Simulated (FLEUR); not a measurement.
**MnS: which magnetic order is lowest**

Wanted: the moments of MnS and the energy of each order that was tried.

Method: PBEsol with U = 4 eV on Mn d; all-electron FLAPW, Dirac cores, scalar-relativistic bands, in FLEUR MaX-R8.1.

Most raw output is cut from this account.

**1. The starting structure**

Symmetry: P6_3mc, No. 186, hexagonal system. The conventional cell has a = 3.954 Å, b = 3.954 Å, c = 6.343 Å, α = 90.00°, β = 90.00°, γ = 120.00°. Mn has 4 S at 2.36 to 2.42 Å nearest. Nearest to S lie 4 Mn at 2.36 to 2.42 Å. Farther neighbours and most contacts between anions are not listed.

As a file:

```xyz
4
Lattice="3.9536 0.0000 0.0000 -1.9768 3.4239 0.0000 0.0000 0.0000 6.3425" Properties=species:S:1:pos:R:3 pbc="T T T"
Mn    0.0000    2.2826    6.3352
Mn    1.9768    1.1413    3.1640
S     1.9768    1.1413    0.8001
S     0.0000    2.2826    3.9713
```

The cell comes from a database of computed structures and need not be the stable phase.

**2. Order 1, typed as ferro ++**

The parallel start comes first: it shows whether parallel moments hold. The U counters the self-interaction that shrinks the moments of a localised shell.

inpgen writes inp.xml from crystal.txt; cutoffs, mixing, functional, smearing and local orbitals are then set in the file. The k list default-1 (kpts.xml, not shown) is a Γ-centred 6×6×6 mesh; where the ranks do not divide the number of points, some are split in two of half the weight.

Contents of inp.xml:

```
<?xml version="1.0" encoding="UTF-8" standalone="no"?>
<fleurInput fleurInputVersion="0.39">
   <comment>
      MnS
   </comment>
   <calculationSetup>
      <cutoffs Kmax="4.36" Gmax="13.1" GmaxXC="13.1" numbands="0"/>
      <scfLoop itmax="130" minDistance="0.0001" maxIterBroyd="15" imix="Anderson" alpha="0.05" precondParam="0.0" spinf="2.0" sdNocoIR="T"/>
      <coreElectrons ctail="T" frcor="F" kcrel="1" coretail_lmax="0"/>
      <xcFunctional name="PBEs" relativisticCorrections="F"/>
      <magnetism jspins="2"/>
      <soc l_soc="F" theta="0.0" phi="0.0" spav="F"/>
      <expertModes spex="0" secvar="F"/>
      <geometryOptimization l_f="F" forcealpha="1.0" forcemix="BFGS" epsdisp="0.00001" epsforce="0.00001"/>
      <ldaU l_linMix="F" mixParam="0.05" spinf="1.0"/>
   </calculationSetup>
   <cell>
      <bzIntegration valenceElectrons="42.0" mode="hist" fermiSmearingEnergy="0.00183747">
         <kPointListSelection listName="default-1"/>
         <xi:include xmlns:xi="http://www.w3.org/2001/XInclude" href="kpts.xml"> </xi:include>
      </bzIntegration>
      <xi:include xmlns:xi="http://www.w3.org/2001/XInclude" href="sym.xml"> </xi:include>
      <bulkLattice scale="1.0">
         <bravaisMatrix>
            <row-1>    7.4711775975757000     0.0000000000377945     0.0000000000000000</row-1>
            <row-2>   -3.7355887988256447     6.4702295956598190     0.0000000000000000</row-2>
            <row-3>    0.0000000000000000     0.0000000000000000    11.9856424827714552</row-3>
         </bravaisMatrix>
      </bulkLattice>
   </cell>
   <atomSpecies>
      <species name="Manganese 4.500" element="Mn" atomicNumber="25">
         <mtSphere radius="2.64" gridPoints="873" logIncrement="0.014"/>
         <atomicCutoffs lmax="10" lnonsphr="8"/>
         <electronConfig flipSpins="F">
            <coreConfig>(1s1/2) (2s1/2) (2p1/2) (2p3/2)</coreConfig>
            <valenceConfig>(3s1/2) (3p1/2) (3p3/2) (4s1/2) (3d3/2) (3d5/2)</valenceConfig>
            <stateOccupation state="(3d3/2)" spinUp="1.75" spinDown="0.25"/>
            <stateOccupation state="(3d5/2)" spinUp="3.0" spinDown="0.0"/>
         </electronConfig>
         <energyParameters s="4" p="4" d="3" f="4"/>
         <ldaU l="2" U="4.0" J="0.0" l_amf="F"/>
         <lo type="SCLO" l="0" n="3" eDeriv="0"/>
         <lo type="SCLO" l="1" n="3" eDeriv="0"/>
      </species>
      <species name="Sulfur (S)" element="S" atomicNumber="16">
         <mtSphere radius="1.72" gridPoints="569" logIncrement="0.02"/>
         <atomicCutoffs lmax="6" lnonsphr="4"/>
         <electronConfig flipSpins="F">
            <coreConfig>(1s1/2) (2s1/2) (2p1/2) (2p3/2)</coreConfig>
            <valenceConfig>(3s1/2) (3p1/2) (3p3/2)</valenceConfig>
            <stateOccupation state="(3p1/2)" spinUp="0.666667" spinDown="0.666667"/>
            <stateOccupation state="(3p3/2)" spinUp="1.333333" spinDown="1.333333"/>
         </electronConfig>
         <energyParameters s="3" p="3" d="3" f="4"/>
      </species>
   </atomSpecies>
   <atomGroups>
      <atomGroup species="Manganese 4.500">
         <relPos label="                   1">1.000/3.000 -1.000/3.000 -.0011469450</relPos>
         <relPos label="                   2">-1.000/3.000 1.000/3.000 .4988530550</relPos>
         <force calculate="T" relaxXYZ="TTT"/>
      </atomGroup>
      <atomGroup species="Sulfur (S)">
         <relPos label="                   3">-1.000/3.000 1.000/3.000 .1261474500</relPos>
         <relPos label="                   4">1.000/3.000 -1.000/3.000 -.3738525500</relPos>
         <force calculate="T" relaxXYZ="TTT"/>
      </atomGroup>
   </atomGroups>
   <output dos="F" band="F" slice="F">
      <bandDOS minEnergy="-.5*Htr" maxEnergy="0.5*Htr" sigma="0.015" storeEVData="T"/>
      <plotting iplot="0" polar="F">
         <plot TwoD="T" vec1="  1.0  0.0  0.0" vec2="  0.0  1.0  0.0" vec3="  0.0  0.0  1.0" zero="  0.0  0.0  0.0" file="plot"/>
      </plotting>
      <moessbauerParams electricFieldGradient="F" isomerShift="T" coreHyperfine="T" valenceHyperfine="T"/>
   </output>
</fleurInput>
```

Contents of crystal.txt:

```
MnS
&input film=F cartesian=F /
3.95357692330  0.00000000002  0.00000000000
-1.97678846167  3.42389805138  0.00000000000
0.00000000000  0.00000000000  6.34252886000
1.8897261246
1.0 1.0 1.0

4
25 0.33333333333  0.66666666667  0.99885305500 : 4.500
25 0.66666666667  0.33333333333  0.49885305500 : 4.500
16 0.66666666667  0.33333333333  0.12614745000
16 0.33333333333  0.66666666667  0.62614745000

&kpt div1=6 div2=6 div3=6 gamma=T /
```

Run with:

```console
OMP_NUM_THREADS=1 inpgen -f crystal.txt > inpgen.log  # inp.xml is then edited as shown
OMP_NUM_THREADS=1 mpirun -n 4 fleur_MPI > fleur.log
```

Run time: 88 s. Hardware: 4 MPI ranks of Intel Xeon 6975P-C (Granite Rapids), shared host; peak memory 0.43 GiB.

Spin moment in the muffin-tin sphere by atom:

| atom | spin moment in the muffin-tin sphere (μB) |
| --- | --- |
| Mn1 | 4.70 |
| Mn2 | 4.70 |
| S3 | 0.04 |
| S4 | 0.04 |

Numbers from this step:

* free energy: -84687.5930 eV
* program's band gap on this mesh (in a metal only a level spacing): 1.382 eV
* magnetization: 10 μB
* final state: ferromagnetic

After 18 cycles the largest moment stands at 4.70 μB.

**3. Run 2 (antiferro +-)**

An opposed order shows whether neighbours prefer unlike signs.

Edit inp.xml of step 2 so:

```diff
@@ -45,2 +45,16 @@
       </species>
+      <species name="Manganese -4.500" element="Mn" atomicNumber="25">
+         <mtSphere radius="2.64" gridPoints="873" logIncrement="0.014"/>
+         <atomicCutoffs lmax="10" lnonsphr="8"/>
+         <electronConfig flipSpins="F">
+            <coreConfig>(1s1/2) (2s1/2) (2p1/2) (2p3/2)</coreConfig>
+            <valenceConfig>(3s1/2) (3p1/2) (3p3/2) (4s1/2) (3d3/2) (3d5/2)</valenceConfig>
+            <stateOccupation state="(3d3/2)" spinUp="0.25" spinDown="1.75"/>
+            <stateOccupation state="(3d5/2)" spinUp="0.0" spinDown="3.0"/>
+         </electronConfig>
+         <energyParameters s="4" p="4" d="3" f="4"/>
+         <ldaU l="2" U="4.0" J="0.0" l_amf="F"/>
+         <lo type="SCLO" l="0" n="3" eDeriv="0"/>
+         <lo type="SCLO" l="1" n="3" eDeriv="0"/>
+      </species>
       <species name="Sulfur (S)" element="S" atomicNumber="16">
@@ -59,4 +73,7 @@
       <atomGroup species="Manganese 4.500">
-         <relPos label="                   1">1.000/3.000 -1.000/3.000 -.0011469450</relPos>
-         <relPos label="                   2">-1.000/3.000 1.000/3.000 .4988530550</relPos>
+         <relPos label="                   1">1.000/3.000 -1.000/3.000 -.0011553300</relPos>
+         <force calculate="T" relaxXYZ="TTT"/>
+      </atomGroup>
+      <atomGroup species="Manganese -4.500">
+         <relPos label="                   2">-1.000/3.000 1.000/3.000 .4988614400</relPos>
          <force calculate="T" relaxXYZ="TTT"/>
@@ -64,4 +81,7 @@
       <atomGroup species="Sulfur (S)">
-         <relPos label="                   3">-1.000/3.000 1.000/3.000 .1261474500</relPos>
-         <relPos label="                   4">1.000/3.000 -1.000/3.000 -.3738525500</relPos>
+         <relPos label="                   3">-1.000/3.000 1.000/3.000 .1261543000</relPos>
+         <force calculate="T" relaxXYZ="TTT"/>
+      </atomGroup>
+      <atomGroup species="Sulfur (S)">
+         <relPos label="                   4">1.000/3.000 -1.000/3.000 -.3738594000</relPos>
          <force calculate="T" relaxXYZ="TTT"/>
```

Contents of crystal.txt:

```
MnS
&input film=F cartesian=F /
3.95357692330  0.00000000002  0.00000000000
-1.97678846167  3.42389805138  0.00000000000
0.00000000000  0.00000000000  6.34252886000
1.8897261246
1.0 1.0 1.0

4
25 0.33333333333  0.66666666667  0.99884467000 : 4.500
25 0.66666666667  0.33333333333  0.49886144000 : -4.500
16 0.66666666667  0.33333333333  0.12615430000
16 0.33333333333  0.66666666667  0.62614060000

&kpt div1=6 div2=6 div3=6 gamma=T /
```

Wall time 2 min (4 MPI ranks); peak memory 0.52 GiB; 8 min of CPU time.

Spin moment in the muffin-tin sphere by atom:

| atom | spin moment in the muffin-tin sphere (μB) |
| --- | --- |
| Mn1 | 4.60 |
| Mn2 | -4.60 |
| S3 | 0.01 |
| S4 | -0.01 |

Numbers from this step:

```
free energy                                                       : -84687.7364 eV
program's band gap on this mesh (in a metal only a level spacing) : 2.337 eV
magnetization                                                     : 0 μB
final state                                                       : antiferromagnetic
```

It lies 71.7 meV a seeded atom under the first start, and its largest moment is 4.60 μB against 4.70 μB.

**4. Energies of the orders**

Free energies are divided by the number of seeded atoms.

Orders:

| start | final state | typed order kept | energy over the lowest (meV a seeded atom) | largest sphere moment (μB) | net moment (μB a primitive cell) | mesh matched | CPU time (s) |
| --- | --- | --- | --- | --- | --- | --- | --- |
| ferro ++ | ferromagnetic | yes | 71.71 | 4.696 | 10 | yes | 350.1 |
| antiferro +- | antiferromagnetic | yes | 0 | 4.603 | 0 | yes | 481.9 |

**5. Spin–orbit coupling, moments along [001]**

Spin–orbit coupling ties the spins to the lattice and lets orbital moments form.

A new self-consistent run of the start antiferro +-, with the moments along z.

Edit inp.xml of step 2 so:

```diff
@@ -6,3 +6,3 @@
    <calculationSetup>
-      <cutoffs Kmax="4.36" Gmax="13.1" GmaxXC="13.1" numbands="0"/>
+      <cutoffs Kmax="4.36" Gmax="13.1" GmaxXC="13.1" numbands="122"/>
       <scfLoop itmax="130" minDistance="0.0001" maxIterBroyd="15" imix="Anderson" alpha="0.05" precondParam="0.0" spinf="2.0" sdNocoIR="T"/>
@@ -11,3 +11,3 @@
       <magnetism jspins="2"/>
-      <soc l_soc="F" theta="0.0" phi="0.0" spav="F"/>
+      <soc l_soc="T" theta="0.0" phi="0.0" spav="F"/>
       <expertModes spex="0" secvar="F"/>
@@ -45,2 +45,16 @@
       </species>
+      <species name="Manganese -4.500" element="Mn" atomicNumber="25">
+         <mtSphere radius="2.64" gridPoints="873" logIncrement="0.014"/>
+         <atomicCutoffs lmax="10" lnonsphr="8"/>
+         <electronConfig flipSpins="F">
+            <coreConfig>(1s1/2) (2s1/2) (2p1/2) (2p3/2)</coreConfig>
+            <valenceConfig>(3s1/2) (3p1/2) (3p3/2) (4s1/2) (3d3/2) (3d5/2)</valenceConfig>
+            <stateOccupation state="(3d3/2)" spinUp="0.25" spinDown="1.75"/>
+            <stateOccupation state="(3d5/2)" spinUp="0.0" spinDown="3.0"/>
+         </electronConfig>
+         <energyParameters s="4" p="4" d="3" f="4"/>
+         <ldaU l="2" U="4.0" J="0.0" l_amf="F"/>
+         <lo type="SCLO" l="0" n="3" eDeriv="0"/>
+         <lo type="SCLO" l="1" n="3" eDeriv="0"/>
+      </species>
       <species name="Sulfur (S)" element="S" atomicNumber="16">
@@ -59,4 +73,7 @@
       <atomGroup species="Manganese 4.500">
-         <relPos label="                   1">1.000/3.000 -1.000/3.000 -.0011469450</relPos>
-         <relPos label="                   2">-1.000/3.000 1.000/3.000 .4988530550</relPos>
+         <relPos label="                   1">1.000/3.000 -1.000/3.000 -.0011553300</relPos>
+         <force calculate="T" relaxXYZ="TTT"/>
+      </atomGroup>
+      <atomGroup species="Manganese -4.500">
+         <relPos label="                   2">-1.000/3.000 1.000/3.000 .4988614400</relPos>
          <force calculate="T" relaxXYZ="TTT"/>
@@ -64,4 +81,7 @@
       <atomGroup species="Sulfur (S)">
-         <relPos label="                   3">-1.000/3.000 1.000/3.000 .1261474500</relPos>
-         <relPos label="                   4">1.000/3.000 -1.000/3.000 -.3738525500</relPos>
+         <relPos label="                   3">-1.000/3.000 1.000/3.000 .1261543000</relPos>
+         <force calculate="T" relaxXYZ="TTT"/>
+      </atomGroup>
+      <atomGroup species="Sulfur (S)">
+         <relPos label="                   4">1.000/3.000 -1.000/3.000 -.3738594000</relPos>
          <force calculate="T" relaxXYZ="TTT"/>
```

Contents of crystal.txt:

```
MnS
&input film=F cartesian=F /
3.95357692330  0.00000000002  0.00000000000
-1.97678846167  3.42389805138  0.00000000000
0.00000000000  0.00000000000  6.34252886000
1.8897261246
1.0 1.0 1.0

4
25 0.33333333333  0.66666666667  0.99884467000 : 4.500
25 0.66666666667  0.33333333333  0.49886144000 : -4.500
16 0.66666666667  0.33333333333  0.12615430000
16 0.33333333333  0.66666666667  0.62614060000

&soc 0.0000000 0.0000000 /
&kpt div1=6 div2=6 div3=6 gamma=T /
```

Elapsed: 6.5 min, on 4 MPI ranks; peak memory 1.1 GiB; 26 min of CPU time.

Spin moment in the muffin-tin sphere by atom:

| atom | spin moment in the muffin-tin sphere (μB) |
| --- | --- |
| Mn1 | 4.60 |
| Mn2 | -4.60 |
| S3 | 0.01 |
| S4 | -0.01 |

Numbers from this step:

```
free energy                                                       : -84687.7547 eV
program's band gap on this mesh (in a metal only a level spacing) : 2.317 eV
magnetization                                                     : 0 μB
final state                                                       : antiferromagnetic
orbital moment along the spin                                     : 0 μB
```

Orbital moment in the sphere, along the spin axis by atom:

| atom | orbital moment in the sphere, along the spin axis (μB) |
| --- | --- |
| Mn1 | 0.0006 |
| Mn2 | -0.0006 |
| S3 | 0.0002 |
| S4 | -0.0002 |

Fields along z, the direction of positive moments; semicore shells count as valence. Hyperfine fields at the nuclei:

| atom | core contact (T) | valence contact (T) | dipolar (T) | orbital (T) | sum (T) | density at the nucleus (e/bohr³) |
| --- | --- | --- | --- | --- | --- | --- |
| Mn1 | -95.3 | 73.45 | -0.2892 | -0.2789 | -22.42 | 13181 |
| Mn2 | 95.3 | -73.45 | 0.2892 | 0.2789 | 22.42 | 13181 |
| S3 | -0.06897 | 2.695 | 1.462 | 0.04974 | 4.138 | 2941 |
| S4 | 0.069 | -2.696 | -1.463 | -0.04975 | -4.14 | 2941 |

**6. Outcome**

| Quantity | Value |
| --- | --- |
| lowest state found | antiferromagnetic (typed antiferro +-) |
| largest site spin moment | 4.60 μB |
| next finished state | ferromagnetic, 71.7 meV a seeded atom higher |
| hyperfine field at Mn1, along its moment | -22.4 T |
| orbital moment on the atom of largest spin, along its spin (spin–orbit run) | 6.0e-4 μB |

What this shows: The lowest state found is antiferromagnetic, reached from the start antiferro +-, with moments up to 4.60 μB. The next finished state costs 72 meV a seeded atom. At Mn1 the core shells give -95.3 T and the valence and semicore s states 73.5 T along the moment, -4.75 T per μB together; orbital and dipolar parts add -0.57 T. Semilocal functionals tend to give too weak a core polarisation. The shell is near half filling, where Hund's rules give no orbital moment. Only 2 starts were tried; other patterns of signs, canted and longer-period orders were not.

[Logs and program files are shortened in this print: banners, set-up blocks, solver, clock and traceback lines can be left out without a mark of their own.]

[Logs are printed without paths, hosts, clocks, repeated set-up lines and the standing remarks that a program may print on its own settings, such as how far it seeks lower states.]

[Hosts, paths, dates, database ids (printed as entryN), source tags and the programs' standing remarks are cut or masked in the printed files.]

[Where a cell is said to come from a database of computed structures, the database is the Materials Project.]
